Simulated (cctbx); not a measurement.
**From intensities to atoms**

Cell a = 7.3180 Å, b = 4.5670 Å, c = 7.7770 Å, α = 90.00°, β = 90.00°, γ = 90.00°; space group Pnma (no. 62); content Lu4 Sn4 Ga4.

The data are simulated with cctbx, not measured: synchrotron X-rays, λ = 0.6889 Å, to d = 0.6 Å, 80 % of the full sphere, strongest reflection 5000 counts, noise from counting, a 6 % proportional error and a noise floor of 2 counts (s.d.); no absorption, and some extinction, which the refinements don't model.

Charge flipping in P1 on plain amplitudes to 0.8 Å, δ = 1.2 σ, 10 % of the reflections treated as weak, 100 cycles:

```text
cycle      R  skewness
    0  0.579     0.34
    8  0.420     3.49
   16  0.345     3.66
   24  0.353     3.21
   32  0.325     3.25
   40  0.330     3.22
   48  0.330     3.31
   56  0.308     3.16
   64  0.324     3.24
   72  0.311     3.16
   80  0.334     3.25
   88  0.334     3.07
   96  0.324     3.16
origin shift          correlation  skewness
 0.430  0.106  0.467      0.862      4.50
 0.117  0.107  0.466      0.802      2.46
 0.361  0.163  0.395      0.772      0.34
 0.163  0.162  0.390      0.762      0.58
taken: symmetry correlation 0.862, skewness 4.50
peak      x       y       z  mult  height/sigma
Q1    0.0134  0.7500  0.6930    4     14.5
Q2    0.2287  0.2500  0.9210    4      8.7
Q3    0.1865  0.7500  0.0795    4      6.9
Q4    0.0875  0.2500  0.8632    4      3.5
Q5    0.2319  0.2500  0.7128    4      2.2
Q6    0.1478  0.7500  0.7792    4      2.0
Q7    0.0308  0.1320  0.7721    8      1.8
Q8    0.2348  0.7500  0.9727    4      1.7
```

The origin is taken among those within 0.04 of the best correlation, by the skewness of the map.

It took 0.29 s on 1 thread of Arm Neoverse V2 (shared host), peak memory 0.07 GiB.

**Question.** Which peaks are atoms, and which elements?

Heights go roughly as Z and multiplicities must add up to the content. First model: Q1 = Lu1 (4 in the cell, height 14.5), Q2 = Sn1 (4 in the cell, height 8.7) and Q3 = Ga1 (4 in the cell, height 6.9). Against the true structure, Q1 is Lu, Q2 is Sn and Q3 is Ga; the other peaks are not atoms.

Least squares on F², isotropic:

```text
Rint 0.063, 691 unique reflections to 0.60 A
cycle     R1     wR2    GooF  max shift (A)
   1  0.4778  0.8092  15.348   0.16837
   3  0.0238  0.0538   1.020   0.00000
final R1 0.0238 wR2 0.0538 GooF 1.020  parameters 9  data/parameter 76.8
atom        x        y        z      Ueq    occ   su(xyz)  su(Uiso or U11)
Lu1    0.01618  0.75000  0.69955   0.0022  1.000  0.00003  0.0001
Sn1    0.22455  0.25000  0.89974   0.0028  1.000  0.00006  0.0001
Ga1    0.17624  0.75000  0.07403   0.0032  1.000  0.00010  0.0001
difference map: max 2.66 min -3.09 rms 0.64
Q1    0.0925  0.7500  0.5556    4    2.74  1.25 A from Lu1
Q2    0.0924  0.7500  0.9420    4    2.53  1.20 A from Ga1
Q3    0.2120  0.9849  0.4549    8    2.43  1.25 A from Sn1
Q4    0.0937  0.7500  0.1524    4    2.26  0.86 A from Ga1
Q5    0.0262  0.0368  0.8964    8    2.09  1.75 A from Sn1
```

Anisotropic refinement:

```text
Rint 0.063, 691 unique reflections to 0.60 A
cycle     R1     wR2    GooF  max shift (A)
   1  0.0271  0.0613   1.171   0.00023
   2  0.0235  0.0523   0.999   0.00000
final R1 0.0235 wR2 0.0523 GooF 0.999  parameters 18  data/parameter 38.4
atom        x        y        z      Ueq    occ   su(xyz)  su(Uiso or U11)
Lu1    0.01619  0.75000  0.69955   0.0022  1.000  0.00003  0.0001
Sn1    0.22456  0.25000  0.89974   0.0028  1.000  0.00005  0.0002
Ga1    0.17624  0.75000  0.07400   0.0031  1.000  0.00010  0.0003
difference map: max 2.61 min -2.36 rms 0.63
Q1    0.0924  0.7500  0.5567    4    2.68  1.24 A from Lu1
Q2    0.0933  0.7500  0.9430    4    2.65  1.19 A from Ga1
Q3    0.2118  0.9827  0.4536    8    2.40  1.23 A from Sn1
Q4    0.0929  0.7500  0.1518    4    2.35  0.86 A from Ga1
Q5    0.0972  0.7500  0.6816    4    2.20  0.61 A from Lu1
Q6    0.9994  0.0533  0.7614    8    2.13  1.47 A from Lu1
```

**Reading.** The refinement ends at R1 = 0.0235, wR2 = 0.0523, GooF = 1.00, with difference density between -2.36 and 2.61 e/Å³. Every site matches the true model in element, within 0.001 Å r.m.s., up to an allowed shift of origin.

True model:

| atom | mult. | x | y | z | Ueq (Å²) |
| --- | --- | --- | --- | --- | --- |
| Lu1 | 4 | 0.5162 | 3/4 | 0.1996 | 0.0024 |
| Sn1 | 4 | 0.2755 | 3/4 | 0.6002 | 0.0031 |
| Ga1 | 4 | 0.1762 | 3/4 | 0.9258 | 0.0034 |

The model is made up (kin elements in a known structure type, no relaxation), so it says nothing on whether the phase exists.

[Middle refinement cycles are left out of these outputs.]

[Logs are printed without paths, hosts, clocks, repeated set-up lines and the standing remarks that a program may print on its own settings, such as how far it seeks lower states.]
